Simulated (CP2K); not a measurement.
The N K edge of 3-methoxypyridine was computed by TDDFT (CP2K XAS_TDP, aug-cc-pVDZ, TDA) at these levels: BHandHLYP, PBEh(45%) and PBEh(45%) + GW2X. The first three lines of N7 (bonded to 2 C) with a strength over 0.0015, energy in eV and strength:

| run | first | second | third |
| --- | --- | --- | --- |
| 1 | 394.78 (0.053) | 401.69 (0.002) | 402.10 (0.005) |
| 2 | 399.60 (0.052) | 406.51 (0.002) | 406.91 (0.005) |
| 3 | 396.28 (0.015) | 397.09 (0.048) | 404.31 (0.003) |

Which run is which?

Run 1: PBEh(45%) (45 % exact exchange). Run 2: PBEh(45%) + GW2X (45 % exact exchange). Run 3: BHandHLYP (50 % exact exchange). Self-interaction lifts the core level, so the uncorrected lines rise with the share of exact exchange. The GW2X run keeps the spacings of its parent: 6.91 eV between the first two lines in run 2, 6.91 eV in run 1. Its shift is +4.82 eV, since the Kohn–Sham level at this share of exchange lies that far above the quasiparticle level.

[Hosts, paths, dates, database ids (printed as entryN), source tags and the programs' standing remarks are cut or masked in the printed files.]
